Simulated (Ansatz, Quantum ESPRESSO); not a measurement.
## CaC2 (I4/mmm): third-order response

Which lines does CaC2 (I4/mmm) show in Raman and infrared spectra?

Main program and level: Quantum ESPRESSO 8.0 development, patched; DFT LDA, scalar-relativistic, plane waves, PseudoDojo norm-conserving pseudopotentials.

Report form: the programs' logs are mostly left out.

## Step 1: The structure

It takes space group I4/mmm (No. 139, tetragonal). Conventional cell: a = 3.869 Å, b = 3.869 Å, c = 6.404 Å, α = 90.00°, β = 90.00°, γ = 90.00°. Nearest to Ca lie 10 C at 2.58 to 2.81 Å. Nearest to C lie 1 C at 1.25 Å and 5 Ca at 2.58 to 2.81 Å. Farther neighbours are not listed.

Coordinates:

```cif
data_structure
_symmetry_space_group_name_H-M 'P 1'
_symmetry_Int_Tables_number 1
_cell_length_a 4.2115
_cell_length_b 4.2115
_cell_length_c 4.2115
_cell_angle_alpha 125.317
_cell_angle_beta 125.317
_cell_angle_gamma 81.013
_cell_volume 47.92
loop_
_atom_site_label
_atom_site_type_symbol
_atom_site_fract_x
_atom_site_fract_y
_atom_site_fract_z
_atom_site_occupancy
Ca1 Ca 0.00000 0.00000 0.00000 1
C2 C 0.59789 0.59789 0.00000 1
C3 C 0.40211 0.40211 0.00000 1
```

## Step 2: A probe with smearing

A cheap run with smearing and empty bands tells whether the crystal has a gap, which decides between fixed occupations and smearing later on.

File probe.in:

```
&control
   calculation = 'scf'
   prefix = 'x'
   outdir = './tmp'
   pseudo_dir = './pseudo'
   tprnfor = .true.
   tstress = .true.
   verbosity = 'high'
/
&system
   ibrav = 0
   nat = 3
   ntyp = 2
   ecutwfc = 74.0
   occupations = 'smearing'
   smearing = 'gaussian'
   degauss = 0.01
/
&electrons
   conv_thr = 1.0d-07
   mixing_beta = 0.7
   electron_maxstep = 100
/
ATOMIC_SPECIES
 Ca     40.0780  Ca.upf
 C      12.0110  C.upf
CELL_PARAMETERS angstrom
    -1.934298600    1.934298600    3.202111240
     1.934298600   -1.934298600    3.202111240
     1.934298600    1.934298600   -3.202111240
ATOMIC_POSITIONS crystal
 Ca     0.000000000   0.000000000   0.000000000
 C      0.597892720   0.597892720   0.000000000
 C      0.402107280   0.402107280   0.000000000
K_POINTS automatic
 6 6 6 0 0 0
```

Command:

```sh
$ OMP_NUM_THREADS=1 mpirun -n 8 pw.x -nk 8 -in probe.in > probe.out
```

It took 4.4 s on 8 MPI ranks of Arm Neoverse V2, shared host; 35 s of CPU time.

Read from the output:

- volume per atom: 15.97 Å³
- pressure: -4.472 GPa
- gap on the k-mesh: 1.179 eV

A gap of 1.2 eV opens on this mesh, so the crystal is taken as an insulator; the start stands at -4.5 GPa.

## Step 3: Relaxing the cell and atoms

The harmonic expansion starts where the forces on the atoms vanish, and stress shifts the frequencies, so cell and atoms are relaxed with tight thresholds.

File relax.in:

```
&control
   calculation = 'vc-relax'
   prefix = 'x'
   outdir = './tmp'
   pseudo_dir = './pseudo'
   tprnfor = .true.
   tstress = .true.
   forc_conv_thr = 2.0d-05
   etot_conv_thr = 1.0d-07
   nstep = 40
/
&system
   ibrav = 0
   nat = 3
   ntyp = 2
   ecutwfc = 74.0
   occupations = 'fixed'
   nbnd = 11
/
&electrons
   conv_thr = 1.0d-11
   mixing_beta = 0.7
   electron_maxstep = 100
/
&ions
/
&cell
   press_conv_thr = 0.2
/
ATOMIC_SPECIES
 Ca     40.0780  Ca.upf
 C      12.0110  C.upf
CELL_PARAMETERS angstrom
    -1.934298600    1.934298600    3.202111240
     1.934298600   -1.934298600    3.202111240
     1.934298600    1.934298600   -3.202111240
ATOMIC_POSITIONS crystal
 Ca     0.000000000   0.000000000   0.000000000
 C      0.597892720   0.597892720   0.000000000
 C      0.402107280   0.402107280   0.000000000
K_POINTS automatic
 8 8 8 0 0 0
```

Command:

```sh
$ OMP_NUM_THREADS=1 mpirun -n 8 pw.x -nk 8 -in relax.in > relax.out
```

It took 60 s on 8 MPI ranks.

Relaxation path:

| step | energy less that of the first step (eV) | largest force (eV/Å) | pressure (GPa) | volume (Å³) |
| --- | --- | --- | --- | --- |
| 1 | 0.0000 | 0.2721 | -4.47 | 47.92 |
| 2 | -0.0288 | 0.1098 | -3.35 | 46.84 |
| 3 | -0.0522 | 0.4141 | -0.61 | 45.17 |
| 4 | -0.0449 | 1.3153 | -1.05 | 43.93 |
| 5 | -0.0558 | 0.2446 | -0.81 | 44.71 |
| 6 | -0.0571 | 0.0113 | 0.18 | 44.25 |
| 7 | -0.0575 | 0.0005 | 0.12 | 44.25 |
| 8 | -0.0578 | 0.0001 | 0.02 | 44.25 |
| 9 | -0.0578 | 0.0000 | 0.00 | 44.25 |
| 10 | -0.0578 | 0.0002 | 0.00 | 44.25 |
| 11 | -0.0533 | 0.0009 | -0.14 | 44.25 |

| conventional cell, symmetrised | before | after | change |
| --- | --- | --- | --- |
| a (Å) | 3.869 | 3.756 | -2.9 % |
| b (Å) | 3.869 | 3.756 | -2.9 % |
| c (Å) | 6.404 | 6.273 | -2.0 % |
| volume (Å³/atom) | 15.97 | 14.75 | -7.7 % |

The atoms that moved most (Å, as changes of fractional coordinates times the final cell):

| atom | dx | dy | dz | length |
| --- | --- | --- | --- | --- |
| C3 | 0.000 | 0.000 | -0.013 | 0.013 |
| C2 | 0.000 | 0.000 | 0.013 | 0.013 |

Final coordinates:

```cif
data_structure
_symmetry_space_group_name_H-M 'P 1'
_symmetry_Int_Tables_number 1
_cell_length_a 4.1101
_cell_length_b 4.1101
_cell_length_c 4.1101
_cell_angle_alpha 125.622
_cell_angle_beta 125.622
_cell_angle_gamma 80.511
_cell_volume 44.25
loop_
_atom_site_label
_atom_site_type_symbol
_atom_site_fract_x
_atom_site_fract_y
_atom_site_fract_z
_atom_site_occupancy
Ca1 Ca 0.00000 0.00000 0.00000 1
C2 C 0.59991 0.59991 0.00000 1
C3 C 0.40009 0.40009 0.00000 1
```

The last row of the table of steps is pw.x's closing run on a basis chosen anew for the final cell, so its energy can jump.

Read from the output:

- volume per atom: 14.75 Å³
- pressure: -0.141 GPa
- gap on the k-mesh: 0.8485 eV

The volume changes by -7.7 % from the cell with which this run began.

## Step 4: Self-consistent run for the response

The response is built on this ground state, so it is converged far tighter than an energy would need. With a gap, occupations are fixed, which also allows the response to an electric field.

File scf.in:

```
&control
   calculation = 'scf'
   prefix = 'x'
   outdir = './tmp'
   pseudo_dir = './pseudo'
   tprnfor = .true.
   tstress = .true.
/
&system
   ibrav = 0
   nat = 3
   ntyp = 2
   ecutwfc = 74.0
   occupations = 'fixed'
   nbnd = 11
/
&electrons
   conv_thr = 1.0d-12
   mixing_beta = 0.7
   electron_maxstep = 100
/
ATOMIC_SPECIES
 Ca     40.0780  Ca.upf
 C      12.0110  C.upf
CELL_PARAMETERS angstrom
    -1.878021207    1.878021207    3.136691746
     1.878021207   -1.878021207    3.136691746
     1.878021207    1.878021207   -3.136691746
ATOMIC_POSITIONS crystal
 Ca     0.000000000   0.000000000   0.000000000
 C      0.599912732   0.599912732   0.000000000
 C      0.400087268   0.400087268   0.000000000
K_POINTS automatic
 8 8 8 0 0 0
```

Command:

```sh
$ OMP_NUM_THREADS=1 mpirun -n 8 pw.x -nk 8 -in scf.in > scf.out
```

Elapsed: 9.2 s, on 8 MPI ranks; 73 s of CPU time.

The cell stands at -0.14 GPa, close enough for phonons.

## Step 5: Linear response at Γ

At q = 0 one unit cell holds all displacements; symmetry groups them into irreducible representations that are solved one by one. The response to a field gives ε∞ and the Born charges, which polar modes need. Third-order response adds the Raman tensors.

File ph.in:

```
phonons
&inputph
   prefix = 'x'
   outdir = './tmp'
   fildyn = 'g.dyn'
   tr2_ph = 1.0d-18
   epsil = .true.
   lraman = .true.
   elop = .true.
/
0.000000000 0.000000000 0.000000000
```

Command:

```sh
$ OMP_NUM_THREADS=1 mpirun -n 8 ph.x -nk 8 -in ph.in > ph.out
```

It took 8.9 min on 8 MPI ranks; 70 min of CPU time.

Read from the output:

```
miss of the charge sum rule                                       : 2.80e-4 e
largest acoustic frequency at the zone centre before the sum rule : -1.06 cm⁻¹
highest optical zone-centre mode (no LO-TO term)                  : 1885 cm⁻¹
lowest optical zone-centre mode                                   : 250.5 cm⁻¹
mean high-frequency dielectric constant                           : 4.361
largest Born charge in size (third of the trace)                  : 2.269 e
```

Born charge (rows field, columns displacement), before the sum rule (e), principal values of the symmetric part by kind of site:

| atom | atoms with these values | low | middle | high | mean |
| --- | --- | --- | --- | --- | --- |
| Ca1 | 1 | 2.01 | 2.40 | 2.40 | 2.27 |
| C2 | 2 | -1.20 | -1.20 | -1.01 | -1.13 |

In full for Ca1:

```
2.40 0.00 0.00
0.00 2.40 0.00
0.00 0.00 2.01
```

High-frequency dielectric tensor:

```
3.97 0.00 0.00
0.00 3.97 0.00
0.00 0.00 5.15
```

The acoustic modes at Γ come out as far as 1.1 cm⁻¹ from zero, where they should vanish, a small numerical error; the Born charges miss their sum rule by 2.8e-4 e, which is good.

## Step 6: Zone-centre analysis

A rigid shift of the crystal must cost nothing, but grids and finite bases break this; the acoustic sum rule is imposed before the matrix is diagonalised again. With Born charges the intensities follow, and the static dielectric tensor.

File dynmat.in:

```
&input
   fildyn = 'g.dyn'
   asr = 'crystal'
   fileig = 'dynmat.eig'
   lperm = .true.
/
```

Command:

```sh
$ dynmat.x -in dynmat.in > dynmat.out
```

It took 0.47 s on 1 thread.

This step gave:

* mean static dielectric constant: 9.794

Unit eigenvectors of the mass-weighted matrix after the sum rule; no LO-TO term. The modes at Γ (shares of kinetic energy by element, %):

| mode | frequency (cm⁻¹) | symmetry | Ca % | C % |
| --- | --- | --- | --- | --- |
| 1 | 0.0 | acoustic | 63 | 37 |
| 2 | 0.0 | acoustic | 63 | 37 |
| 3 | 0.0 | acoustic | 63 | 37 |
| 4 | 250.5 | Eu | 37 | 63 |
| 5 | 250.5 | Eu | 37 | 63 |
| 6 | 312.2 | Eg | 0 | 100 |
| 7 | 312.2 | Eg | 0 | 100 |
| 8 | 331.3 | A2u | 37 | 63 |
| 9 | 1884.8 | A1g | 0 | 100 |

Displacements in mode 4 (250.5 cm⁻¹), the largest set to 1:
```
Ca1  0.19  0.60  0.00
C2  -0.32 -1.00  0.00
C3  -0.32 -1.00  0.00
```

Displacements in mode 6 (312.2 cm⁻¹), the largest set to 1:
```
Ca1  0.00  0.00  0.00
C2  -0.02  1.00  0.00
C3   0.02 -1.00  0.00
```

Degenerate modes summed, no LO-TO term. Infrared lines, with heights relative to the strongest:

| position (cm⁻¹) | lines merged | label | IR intensity, relative |
| --- | --- | --- | --- |
| 250 | 2 | Eu | 100 |
| 312 | 2 | Eg | 0.0 |
| 331 | 1 | A2u | 35 |
| 1885 | 1 | A1g | 0.0 |

Degenerate modes summed. Raman lines, with heights relative to the strongest:

| position (cm⁻¹) | lines merged | label | Raman activity, relative |
| --- | --- | --- | --- |
| 250 | 2 | Eu | 0.0 |
| 312 | 2 | Eg | 2.5 |
| 331 | 1 | A2u | 0.0 |
| 1885 | 1 | A1g | 100 |

Static dielectric tensor (ions relaxed, fixed cell):

```
10.75  0.00  0.00
 0.00 10.75  0.00
 0.00  0.00  7.88
```

The rule moves no optical mode by more than 0.1 cm⁻¹.

## Step 7: Sum rules set otherwise: a sum rule for molecules or wires on a crystal

This rule also removes rotations, which suits molecules and not a crystal; it is tried to see the harm.

File dynmat.in:

```
&input
   fildyn = 'g.dyn'
   asr = 'zero-dim'
   fileig = 'dynmat.eig'
   lperm = .true.
/
```

Command:

```sh
$ dynmat.x -in dynmat.in > dynmat.out
```

The job ended after 0.47 s (1 thread).

The program raised no error, yet the settings are not those of a careful run.

The fault: a sum rule for molecules or wires on a crystal; 2 optical modes are projected out to zero frequency, as if they were rotations, and the static dielectric tensor is spoilt.

For a crystal the rule has to be 'simple' or 'crystal'.

Zone-centre frequencies as printed; negative means imaginary. Modes:

| mode | frequency (cm⁻¹) |
| --- | --- |
| 1 | 0 |
| 2 | 0 |
| 3 | 0 |
| 4 | 0 |
| 5 | 0 |
| 6 | 307.6 |
| 7 | 307.6 |
| 8 | 331.3 |
| 9 | 1885 |

## Step 8: Sum rules set otherwise (asr simple)

The rule can be imposed in more than one way; the choices should agree where the raw error is small.

File dynmat.in:

```
&input
   fildyn = 'g.dyn'
   asr = 'simple'
   fileig = 'dynmat.eig'
   lperm = .true.
/
```

Command:

```sh
$ dynmat.x -in dynmat.in > dynmat.out
```

Wall time 0.46 s (1 thread).

Zone-centre frequencies as printed; negative means imaginary. Modes:

| mode | frequency (cm⁻¹) |
| --- | --- |
| 1 | 0 |
| 2 | 0 |
| 3 | 0 |
| 4 | 250.5 |
| 5 | 250.5 |
| 6 | 312.2 |
| 7 | 312.2 |
| 8 | 331.3 |
| 9 | 1885 |

Against the first rule no mode moves by more than 0.1 cm⁻¹.

## Step 9: The LO-TO splitting (1 0 0)

A longitudinal polar mode sets up a macroscopic field that stiffens it; the term hangs on the direction from which q goes to zero.

File dynmat.in:

```
&input
   fildyn = 'g.dyn'
   asr = 'crystal'
   fileig = 'dynmat.eig'
   q(1) = 1.0
   q(2) = 0.0
   q(3) = 0.0
/
```

Command:

```sh
$ dynmat.x -in dynmat.in > dynmat.out
```

Wall time 0.46 s (1 thread).

Numbers from this step:

```
highest mode moved by the LO-TO term : 412.3 cm⁻¹
```

Zone-centre frequencies as printed; negative means imaginary. Modes:

| mode | frequency (cm⁻¹) |
| --- | --- |
| 1 | 0 |
| 2 | 0 |
| 3 | 0 |
| 4 | 250.5 |
| 5 | 312.2 |
| 6 | 312.2 |
| 7 | 331.3 |
| 8 | 412.3 |
| 9 | 1885 |

The field moves one mode, from 250 to 412 cm⁻¹; the others stay.

## Step 10: Modes along a direction of q (0 0 1)

File dynmat.in:

```
&input
   fildyn = 'g.dyn'
   asr = 'crystal'
   fileig = 'dynmat.eig'
   q(1) = 0.0
   q(2) = 0.0
   q(3) = 1.0
/
```

Command:

```sh
$ dynmat.x -in dynmat.in > dynmat.out
```

The job ended after 0.46 s (1 thread).

Numbers from this step:

| Property | Result |
| --- | --- |
| highest mode moved by the LO-TO term | 409.9 cm⁻¹ |

Zone-centre frequencies as printed; negative means imaginary. Modes:

| mode | frequency (cm⁻¹) |
| --- | --- |
| 1 | 0 |
| 2 | 0 |
| 3 | 0 |
| 4 | 250.5 |
| 5 | 250.5 |
| 6 | 312.2 |
| 7 | 312.2 |
| 8 | 409.9 |
| 9 | 1885 |

The field moves one mode, from 331 to 410 cm⁻¹; the others stay.

## Step 11: The LO-TO splitting (1 1 1)

File dynmat.in:

```
&input
   fildyn = 'g.dyn'
   asr = 'crystal'
   fileig = 'dynmat.eig'
   q(1) = 1.0
   q(2) = 1.0
   q(3) = 1.0
/
```

Command:

```sh
$ dynmat.x -in dynmat.in > dynmat.out
```

Wall time 0.46 s (1 thread).

Read from the output:

| Quantity | Value |
| --- | --- |
| highest mode moved by the LO-TO term | 411.0 cm⁻¹ |

Zone-centre frequencies as printed; negative means imaginary. Modes:

| mode | frequency (cm⁻¹) |
| --- | --- |
| 1 | 0 |
| 2 | 0 |
| 3 | 0 |
| 4 | 250.5 |
| 5 | 302.5 |
| 6 | 312.2 |
| 7 | 312.2 |
| 8 | 411 |
| 9 | 1885 |

The field moves 2 modes; the highest of them now lies at 411 cm⁻¹, where the highest that moved away lay at 331.

## Step 12: The same in Ansatz

A second program on the same cell, potentials, cutoff and meshes tests the implementation of the phonon response, not its convergence. Its field response is summed in its own way. Its k mesh is centred on Γ.

This step: DFT LDA, scalar-relativistic, plane waves, PseudoDojo norm-conserving pseudopotentials (Ansatz 0.2.0).

File input.yaml:

```yaml
crystal:
  lattice:
    - [-1.878021207, 1.878021207, 3.136691746]
    - [1.878021207, -1.878021207, 3.136691746]
    - [1.878021207, 1.878021207, -3.136691746]
  atoms:
    - { symbol: Ca, position: [0.0, 0.0, 0.0] }
    - { symbol: C, position: [0.5999127321, 0.5999127321, 0.0] }
    - { symbol: C, position: [0.4000872679, 0.4000872679, 0.0] }
kpoints:
  mp_grid: { grid: [8, 8, 8] }
hamiltonian:
  xc: lda
  pseudopotentials: { kind: nc, accuracy: standard }
scf:
  occupations: { method: fixed }
output:
  eigenvalues: true
basis:
  ecutwfc: 1006.821
phonons:
  method: dfpt
  dielectric: true
  rigid_motions: translations
  raman: true
```

Command:

```sh
$ ansatz run input.yaml --threads 8 --pin off --max-ram 16384MiB --backend cpu --events-out ev --progress --plain --runs-dir out
```

It took 2.5 min on 8 threads; peak memory 2.3 GiB.

This step gave:

- sum-rule residual before enforcement: 4.04e-4 eV/Å²
- miss of the charge sum rule: 4.30e-4 e
- estimated error of the dielectric tensor: 0.01632
- estimated error of the Born charges: 0.01323 e
- mean high-frequency dielectric constant: 4.363
- highest mode moved by the LO-TO term: 412.3 cm⁻¹

Transverse modes. Infrared lines, with heights relative to the strongest:

| position (cm⁻¹) | label | IR intensity ((D/Å)²/amu), degenerate modes summed, relative |
| --- | --- | --- |
| 250 | Eu | 100 |
| 312 | Eg | 0.0 |
| 331 | A2u | 35 |
| 1885 | A1g | 0.0 |

Activity x (w_L - w)^4 (n + 1)/w, 532 nm, 300 K. Lines of the Raman spectrum (strongest = 100):

| position (cm⁻¹) | label | Stokes intensity, strongest 100 |
| --- | --- | --- |
| 250 | Eu | 0.0 |
| 312 | Eg | 26 |
| 331 | A2u | 0.0 |
| 1885 | A1g | 100 |

## Step 13: The two compared: QE PseudoDojo and Ansatz, PseudoDojo

Numbers from this step:

- root-mean-square difference: 0.03 cm⁻¹
- largest difference: 0.04 cm⁻¹

Frequencies side by side, by row:

| q (reciprocal lattice) | mode | QE PseudoDojo (cm⁻¹) | Ansatz, PseudoDojo (cm⁻¹) |
| --- | --- | --- | --- |
| 0 0 0 | 1 | 0 | 0 |
| 0 0 0 | 2 | 0 | 0 |
| 0 0 0 | 3 | 0 | 0 |
| 0 0 0 | 4 | 250.5 | 250.5 |
| 0 0 0 | 5 | 250.5 | 250.5 |
| 0 0 0 | 6 | 312.2 | 312.2 |
| 0 0 0 | 7 | 312.2 | 312.2 |
| 0 0 0 | 8 | 331.3 | 331.3 |
| 0 0 0 | 9 | 1885 | 1885 |

The two runs side by side. Further quantities:

| quantity | QE PseudoDojo | Ansatz, PseudoDojo |
| --- | --- | --- |
| mean ε∞ | 4.361 | 4.363 |
| largest Born charge in size (e; the first before, the second after the charge sum rule) | 2.269 | 2.27 |
| summed IR intensity ((D/Å)²/amu) | 23.88 | 23.89 |
| summed Raman activity (Å⁴/amu) | 4214 | 4262 |

At the zone centre the largest difference (acoustic modes at Γ apart) is 0.002 % of the highest mode.

## Step 14: Results

| Item | Value |
| --- | --- |
| space group after relaxation | I4/mmm |
| volume per atom | 14.8 Å³ |
| gap on the k-mesh | 0.848 eV |
| highest optical zone-centre mode (no LO-TO term) | 1885 cm⁻¹ |
| lowest optical zone-centre mode | 250.5 cm⁻¹ |
| highest mode moved by the LO-TO term (probably not converged in the k mesh) | 412.3 cm⁻¹ |
| mean high-frequency dielectric constant (probably not converged in the k mesh) | 4.36 |
| largest Born charge in size (third of the trace) (probably not converged in the k mesh) | 2.27 e |
| mean static dielectric constant (probably not converged in the k mesh) | 9.79 |
| imaginary optical modes at the zone centre (no q mesh in this session) | none |
| largest difference from Ansatz, PseudoDojo | 0.04 cm⁻¹ |

The largest Raman activity of CaC2 (I4/mmm) lies at 1885 cm⁻¹ and the strongest infrared line at 250 cm⁻¹ (transverse modes). At the LDA level the optical modes of CaC2 (I4/mmm) at the zone centre (no LO-TO term) run from 250 to 1885 cm⁻¹. Along the directions run, the highest mode that the macroscopic field moves lies at 412 cm⁻¹. Lattice motion raises the mean dielectric constant from 4.361 to 9.794. The Raman intensities rest on static tensors of the transverse modes; green light lies near or above this gap, where resonance changes them. ε∞, the Born charges and what follows from them are probably not converged in the k mesh. Of the 6 optical modes, 3 are infrared active alone and 3 are Raman active alone; inversion symmetry keeps the two sets apart. QE PseudoDojo and Ansatz, PseudoDojo agree to 0.04 cm⁻¹ (0.002 % of the highest mode compared) on all solved modes but the acoustic ones at Γ, without the LO-TO term. These are harmonic frequencies at zero temperature: anharmonic shifts and linewidths and thermal expansion are left out. The relaxation ran at 74 Ry, under the 82 Ry recommended for these files; the stress of so short a basis can leave the cell about one per cent too small. Ansatz warns that the cutoff lies 10 % under the one recommended for these files; agreement at one cutoff is not convergence. The build is a development version in which the Raman tensors of release 7.5 are mended; dynmat.x leaves out the electro-optic term of LO lines. The structure comes from a database and need not be the phase that is stable at ambient conditions.

[Host names and launcher messages were left out of these logs when they were recorded.]

[Logs are printed without paths, hosts, clocks, repeated set-up lines and the standing remarks that a program may print on its own settings, such as how far it seeks lower states.]

[Hosts, paths, dates, database ids (printed as entryN), source tags and the programs' standing remarks are cut or masked in the printed files.]
